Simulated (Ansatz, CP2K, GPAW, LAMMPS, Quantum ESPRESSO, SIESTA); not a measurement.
# Quantum ESPRESSO runs on ionic liquid MMIM+ methanesulfonate with Li salt at 400 K (210 atoms)

Wanted: Quantum ESPRESSO inputs and outputs for ionic liquid MMIM+ methanesulfonate with Li salt at 400 K (210 atoms), checked against a plane-wave reference.

Main program and level: Quantum ESPRESSO 7.5; the method is named at each step.

## Step 1: Set-up

The cell holds 210 atoms: 50 C, 16 N, 102 H, 10 S, 30 O and 2 Li. Cell: a = 13.042 Å, b = 13.042 Å, c = 13.042 Å, α = 90.0°, β = 90.0°, γ = 90.0°. 8 MMIM+, 10 methanesulfonate, 2 Li+ placed at random, at 1.3 g/cm³; overlaps pushed apart, then 10 ps at 700 K with Joung-Cheatham ions (J. Phys. Chem. B 112, 9020 (2008)); MMFF94 bonds, angles, torsions, charges and radii (Halgren, J. Comput. Chem. 17, 490 (1996)) in harmonic and 12-6 forms; charges of ions scaled by 0.8. Snapshot after 30 ps at 400 K and fixed volume.

The yardstick, on the same geometry:

```
method                                           : Kohn-Sham DFT, PBE, PAW, plane waves (Ansatz 0.2.0); cutoff 420 eV, Γ point, fermi-dirac smearing of 0.05 eV; PAW set soft_2
r.m.s. force component                           : 1.144 eV/Å
longest force                                    : 5.162 eV/Å
pressure                                         : 3.983 GPa
gap (highest filled to lowest empty level) : 2.383 eV
SCF cycles                                       : 11
time                                             : 47 s on 4 threads of Arm Neoverse V2, shared host
CPU time                                         : 3 min
```

## Step 2: PBE, sssp-1.3.0-efficiency, 60/480 Ry

Method: Kohn-Sham DFT, PBE, SSSP efficiency 1.3.0 pseudopotentials, plane waves.

Input file pw.in:

```
&control
  calculation = 'scf'
  pseudo_dir = './pseudo'
  outdir = './tmp'
  disk_io = 'none'
  tprnfor = .true.
  tstress = .true.
/
&system
  ibrav = 0
  nat = 210
  ntyp = 6
  ecutwfc = 60
  ecutrho = 480
  nosym = .true.
  occupations = 'smearing'
  smearing = 'fd'
  degauss = 0.003675
/
&electrons
  conv_thr = 1.1e-06
  electron_maxstep = 100
  mixing_beta = 0.4
  mixing_mode = 'plain'
  diagonalization = 'david'
/
ATOMIC_SPECIES
C 12.011 C.upf
N 14.007 N.upf
H 1.008 H.upf
S 32.060 S.upf
O 15.999 O.upf
Li 6.940 Li.upf
CELL_PARAMETERS angstrom
13.04169 0.00000 0.00000
0.00000 13.04169 0.00000
0.00000 0.00000 13.04169
ATOMIC_POSITIONS crystal
C 0.31336 0.20238 0.18683
N 0.21688 0.24748 0.15414
C 0.19612 0.34622 0.11816
C 0.09241 0.35020 0.11203
N 0.04859 0.26331 0.14058
C 0.94217 0.23449 0.13605
C 0.12268 0.20237 0.16883
H 0.37684 0.22415 0.13894
H 0.32987 0.23231 0.26481
H 0.30828 0.11717 0.19587
H 0.26269 0.39294 0.08892
H 0.04427 0.41262 0.08646
H 0.94658 0.15615 0.12208
H 0.90396 0.26028 0.20612
H 0.90850 0.26849 0.06748
H 0.11142 0.12635 0.19683
C 0.42914 0.61133 0.81122
N 0.45609 0.58639 0.70942
C 0.39522 0.52720 0.65304
C 0.42883 0.52767 0.55255
N 0.51226 0.59983 0.55038
C 0.57192 0.62358 0.46004
C 0.52867 0.62913 0.64730
H 0.46074 0.55668 0.86407
H 0.45897 0.68396 0.82595
H 0.34374 0.61867 0.81914
H 0.33288 0.48722 0.68730
H 0.40544 0.49673 0.47945
H 0.51407 0.64351 0.39784
H 0.62375 0.68913 0.47475
H 0.61826 0.56108 0.44782
H 0.57935 0.68803 0.67466
C 0.71865 0.68510 0.92216
N 0.79550 0.76384 0.91495
C 0.79984 0.85790 0.95963
C 0.89830 0.89354 0.94026
N 0.94772 0.81674 0.88524
C 0.05560 0.81600 0.86394
C 0.87999 0.74424 0.85984
H 0.74130 0.62501 0.98125
H 0.64272 0.71026 0.94766
H 0.70503 0.64613 0.85787
H 0.74686 0.86935 0.02116
H 0.94565 0.94488 0.98419
H 0.07021 0.79008 0.78546
H 0.07894 0.89878 0.87738
H 0.09224 0.75871 0.91494
H 0.89219 0.67725 0.81556
C 0.30632 0.05803 0.96182
N 0.38383 0.11463 0.90318
C 0.46346 0.07981 0.83764
C 0.52167 0.16308 0.81649
N 0.47291 0.25217 0.85162
C 0.50822 0.35366 0.84942
C 0.38801 0.21577 0.90241
H 0.24216 0.11092 0.97869
[... 150 atom lines left out ...]
H 0.57810 0.17159 0.17260
H 0.64001 0.09053 0.25416
Li 0.14914 0.93716 0.38448
Li 0.12347 0.62515 0.05691
K_POINTS gamma
```

On the command line:

```
$ OMP_NUM_THREADS=1 mpirun -np 4 pw.x -in pw.in > output.txt
```

Output:

```text
Program PWSCF
     gamma-point specific algorithms are used
     one sub-group per band group will be used
     scalapack distributed-memory algorithm (size of sub-group:  2*  2 procs)
     Parallelization info
     sticks:   dense  smooth     PW     G-vecs:    dense   smooth      PW
     Min        5796    2895    722               664488   234991   29402
     Max        5798    2898    724               664494   234998   29408
     Sum       23189   11585   2893              2657967   939977  117617
     bravais-lattice index     =            0
     lattice parameter (alat)  =      24.6452  a.u.
     unit-cell volume          =   14969.1872 (a.u.)^3
     number of atoms/cell      =          210
     number of atomic types    =            6
     number of electrons       =       628.00
     number of Kohn-Sham states=          377
     kinetic-energy cutoff     =      60.0000  Ry
     charge density cutoff     =     480.0000  Ry
     scf convergence threshold =      1.1E-06
     mixing beta               =       0.4000
     number of iterations used =            8  plain     mixing
     Exchange-correlation=  SLA  PW   PBX  PBC
                           (   1   4   3   4   0   0   0)
     crystal axes: (cart. coord. in units of alat)
               a(1) = (   1.000000   0.000000   0.000000 )
               a(2) = (   0.000000   1.000000   0.000000 )
               a(3) = (   0.000000   0.000000   1.000000 )
     reciprocal axes: (cart. coord. in units 2 pi/alat)
               b(1) = (  1.000000  0.000000  0.000000 )
               b(2) = (  0.000000  1.000000  0.000000 )
               b(3) = (  0.000000  0.000000  1.000000 )
     PseudoPot. # 1 for C :
     Pseudo is Projector augmented-wave + core cor, Zval =  4.0
     PseudoPot. # 2 for N :
     Pseudo is Ultrasoft + core correction, Zval =  5.0
     PseudoPot. # 3 for H :
     Pseudo is Ultrasoft, Zval =  1.0
     PseudoPot. # 4 for S :
     Pseudo is Ultrasoft + core correction, Zval =  6.0
     PseudoPot. # 5 for O :
     Pseudo is Projector augmented-wave + core cor, Zval =  6.0
     PseudoPot. # 6 for Li:
     Pseudo is Ultrasoft, Zval =  3.0
     atomic species   valence    mass     pseudopotential
     C                 4.00    12.01100     C ( 1.00)
     N                 5.00    14.00700     N ( 1.00)
     H                 1.00     1.00800     H ( 1.00)
     S                 6.00    32.06000     S ( 1.00)
     O                 6.00    15.99900     O ( 1.00)
     Li                3.00     6.94000     Li( 1.00)
     No symmetry found
   Cartesian axes
     number of k points=     1  Fermi-Dirac smearing, width (Ry)=  0.0037
                       cart. coord. in units 2pi/alat
        k(    1) = (   0.0000000   0.0000000   0.0000000), wk =   2.0000000
     Dense  grid:  1328984 G-vectors     FFT dimensions: ( 180, 180, 180)
     Smooth grid:   469989 G-vectors     FFT dimensions: ( 125, 125, 125)
     Check: negative core charge=   -0.000001
     Initial potential from superposition of free atoms
     starting charge     627.0949, renormalised to     628.0000
     Starting wfcs are  536 randomized atomic wfcs
     Self-consistent Calculation
     iteration #  1     ecut=    60.00 Ry     beta= 0.40
     total energy              =   -2880.70341969 Ry
     estimated scf accuracy    <      25.86363685 Ry
     iteration #  2     ecut=    60.00 Ry     beta= 0.40
     total energy              =   -2884.71239113 Ry
     estimated scf accuracy    <       2.72378501 Ry
     iteration #  3     ecut=    60.00 Ry     beta= 0.40
     total energy              =   -2884.74667873 Ry
     estimated scf accuracy    <       0.71244481 Ry
     iteration #  4     ecut=    60.00 Ry     beta= 0.40
     total energy              =   -2884.79800362 Ry
     estimated scf accuracy    <       0.08075503 Ry
     iteration #  5     ecut=    60.00 Ry     beta= 0.40
     total energy              =   -2884.80382428 Ry
     estimated scf accuracy    <       0.01418864 Ry
     iteration #  6     ecut=    60.00 Ry     beta= 0.40
     c_bands:  2 eigenvalues not converged
     total energy              =   -2884.80678736 Ry
     estimated scf accuracy    <       0.00151002 Ry
     iteration #  7     ecut=    60.00 Ry     beta= 0.40
     total energy              =   -2884.80701868 Ry
     estimated scf accuracy    <       0.00021780 Ry
     iteration #  8     ecut=    60.00 Ry     beta= 0.40
     total energy              =   -2884.80705488 Ry
     estimated scf accuracy    <       0.00005674 Ry
     iteration #  9     ecut=    60.00 Ry     beta= 0.40
     total energy              =   -2884.80706347 Ry
     estimated scf accuracy    <       0.00000578 Ry
     iteration # 10     ecut=    60.00 Ry     beta= 0.40
     total energy              =   -2884.80706477 Ry
     estimated scf accuracy    <       0.00000225 Ry
     iteration # 11     ecut=    60.00 Ry     beta= 0.40
     End of self-consistent calculation
          k = 0.0000 0.0000 0.0000 ( 58809 PWs)   bands (ev):
   -43.5724 -43.2331 -22.6938 -22.5339 -22.3687 -22.1430 -22.1306 -22.0905
   -21.9917 -21.6618 -21.6442 -21.5763 -21.4635 -21.4330 -21.3936 -21.3549
   -21.2497 -21.2432 -21.1470 -21.0012 -19.0890 -19.0029 -18.9693 -18.9202
   -18.8116 -18.7625 -18.7572 -18.7322 -18.6508 -18.6360 -18.5922 -18.5825
   -18.5732 -18.5719 -18.5240 -18.3712 -18.3263 -18.0829 -17.9343 -17.8387
   -17.8241 -17.8193 -17.7618 -17.6871 -17.5016 -17.4813 -17.2211 -16.8470
   -14.8485 -14.7508 -14.6252 -14.5095 -14.4378 -14.3352 -14.3119 -14.2867
   -13.7916 -13.7266 -13.6748 -13.6603 -13.5121 -13.4422 -13.3967 -13.3913
   -12.7661 -12.7241 -12.5991 -12.5657 -12.4568 -12.4207 -12.1839 -12.1453
   -12.1243 -12.0843 -12.0197 -11.9586 -11.9566 -11.9360 -11.8727 -11.7433
   -11.5394 -11.4857 -10.8210 -10.6343 -10.5030 -10.4971 -10.3930 -10.3549
   -10.2389 -10.1942  -9.7878  -9.6929  -9.6548  -9.5878  -9.4592  -9.3857
[...]
5.8214   5.9477   5.9784   6.0464   6.0891   6.1578   6.2517   6.2820
     6.3482   6.3603   6.4647   6.5079   6.5433   6.6270   6.6560   6.6958
     6.7520   6.7755   6.8028   6.8719   6.9365   7.0028   7.0325   7.0495
     7.0694   7.0944   7.1378   7.1902   7.2074   7.2976   7.3165   7.3400
     7.4185   7.4249   7.4478   7.5129   7.5373   7.5701   7.5905   7.6530
     7.6939
     the Fermi energy is     2.2731 ev
!    total energy              =   -2884.80706524 Ry
     estimated scf accuracy    <       0.00000017 Ry
     smearing contrib. (-TS)   =      -0.00000000 Ry
     internal energy E=F+TS    =   -2884.80706524 Ry
     The total energy is F=E-TS. E is the sum of the following terms:
     one-electron contribution =   -2031.75988764 Ry
     hartree contribution      =    1236.67030351 Ry
     xc contribution           =    -711.45155061 Ry
     ewald contribution        =    -784.43756313 Ry
     one-center paw contrib.   =    -593.82836737 Ry
     convergence has been achieved in  11 iterations
     Forces acting on atoms (cartesian axes, Ry/au):
     atom    1 type  1   force =    -0.00068187   -0.01796608    0.05935564
     atom    2 type  2   force =    -0.08013816   -0.02076251    0.00234161
     atom    3 type  1   force =     0.07430243   -0.02328368   -0.01814100
     atom    4 type  1   force =    -0.01822293    0.13865700   -0.05876710
     atom    5 type  2   force =     0.00918346   -0.00478183    0.01723696
     atom    6 type  1   force =     0.00190315    0.06618325   -0.00719980
     atom    7 type  1   force =     0.10067166   -0.06182389    0.01536957
     atom    8 type  3   force =     0.01230648    0.01079547   -0.02343422
     atom    9 type  3   force =     0.00518653   -0.00686789   -0.00770234
     atom   10 type  3   force =    -0.00935080    0.02937944   -0.01282699
     atom   11 type  3   force =    -0.04243528   -0.00918612    0.02437492
     atom   12 type  3   force =     0.00341873    0.00861348   -0.00627258
[...]
atom  206 type  3   force =    -0.00099822   -0.00365224    0.00018889
     atom  207 type  3   force =    -0.06918706    0.03451276   -0.02315195
     atom  208 type  3   force =    -0.00476712   -0.02108995    0.04685831
     atom  209 type  6   force =    -0.00126516   -0.01121508   -0.00237293
     atom  210 type  6   force =    -0.00712531    0.00363698    0.01196783
     Total force =     1.124892     Total SCF correction =     0.000536
     Computing stress (Cartesian axis) and pressure
          total   stress  (Ry/bohr**3)                   (kbar)     P=       39.19
   0.00023622  -0.00002139  -0.00003226           34.75       -3.15       -4.75
  -0.00002139   0.00035940  -0.00000488           -3.15       52.87       -0.72
  -0.00003226  -0.00000488   0.00020358           -4.75       -0.72       29.95
     Message from routine punch:
     Nothing written, as per user request (disk_io='none')
```

It took 6.4 min on 4 MPI ranks of Arm Neoverse V2, shared host; peak memory 8.6 GiB.

Banners, paths, timers and routine set-up lines are dropped from the logs unmarked, and long logs keep their key lines alone; longer cuts are marked.

Numbers from this run, and their distance from the reference:

```yaml
r_m_s_force_component: 1.152 eV/Å
r_m_s_difference_of_force_components: 18.6 meV/Å
longest_difference_of_force_vectors: 91.89 meV/Å
force_difference_over_r_m_s_force: 1.626 %
slope_of_forces_against_the_reference_s: 1.007
correlation_of_force_components: 0.9999
spacing_of_highest_filled_and_lowest_empty_level: 2.381 eV
gap_difference: -0.0017 eV
pressure: 3.919 GPa
pressure_difference: -0.0642 GPa
```

Length of the force difference by element (eV/Å):

```
element  atoms    mean    most
      C     50   0.019   0.033
      H    102  0.0092   0.016
     Li      2  0.0066  0.0098
      N     16   0.018   0.029
      O     30   0.071   0.092
      S     10   0.050   0.062
```

Levels nearest the highest filled one (eV from it): -1.14, -1.09, -0.87, -0.86, -0.81, -0.67, -0.65, -0.51, -0.29, -0.23, -0.13, 0.00, 2.38, 2.53, 2.63, 2.77, 2.87, 2.91, 2.95, 3.05, 3.37, 3.45, 3.46, 3.50.

The surroundings of N53, which bears the longest force, nearest first, numbered as they follow in the input and with coordinates relative to it.

```
atom      x      y      z  distance (Å)  bonds     Fx     Fy  Fz (eV/Å)
 N53   0.00   0.00   0.00          0.00      3  -1.38  -4.95       0.27
 C55  -1.11  -0.47   0.66          1.37      3   1.05   2.14      -0.09
 C52   0.64  -1.16  -0.46          1.40      3   1.52   1.70      -1.34
 C54   0.46   1.32  -0.03          1.40      4   1.97   0.43       0.28
 H63   0.68   1.48   1.04          1.93      1   0.23   1.10      -0.35
 H62  -0.35   1.90  -0.39          1.97      1  -0.68   1.12      -0.20
 H61   1.37   1.44  -0.72          2.11      1  -1.20  -0.32       0.89
 H64  -1.84   0.20   1.05          2.13      1  -0.28   0.27       0.46
 H60   1.62  -1.04  -1.00          2.17      1  -1.53  -0.55       0.50
 N50  -1.16  -1.79   0.67          2.24      3   0.34  -0.31      -1.58
 C51  -0.12  -2.25  -0.18          2.26      3  -0.18   0.16       1.49
```

Forces lie 1.6 % from the reference's, at 8.5 times its CPU time.

## Step 3: Summary of results

```yaml
force_difference_from_the_reference: QE PBE, sssp-1.3.0-efficiency, 60/480 Ry, 1.6 %
its_cpu_time: 26 min
```

PBE on plane waves or a grid with other potentials, cutoffs or grids differs from the reference by 1.6 % (QE PBE, sssp-1.3.0-efficiency, 60/480 Ry) of the r.m.s. force; this holds the reference's own error, so differences of a few per cent don't tell which side is nearer the exact PBE result (QE's 60 Ry are 816 eV, against the reference's 420 eV). PBE gaps agree with the reference's 2.38 eV within 0.002 eV. The network of contacts between molecules at the start is that of the classical potential that made the cell, and needn't be the one that DFT or experiment would give. The reference's PBE has no dispersion term, which matters for the binding between molecules or layers. The density was typed from a rule of thumb and may lie off the real one at this temperature. The electronic-structure runs sample only Γ, in a cell whose shortest periodic width is 13 Å.

[Also dropped from logs without a mark: logging warnings of Python, and SIESTA's first energy breakdown and zero terms.]

[Logs are printed without paths, hosts, clocks, repeated set-up lines and the standing remarks that a program may print on its own settings, such as how far it seeks lower states.]

[Hosts, paths, dates, database ids (printed as entryN), source tags and the programs' standing remarks are cut or masked in the printed files.]

[The MMFF94 radii named for the starting cell were scaled by 0.96; in molecules described by MMFF94, hydrogen bound to N, O or S took a small fixed 12-6 site in their place.]
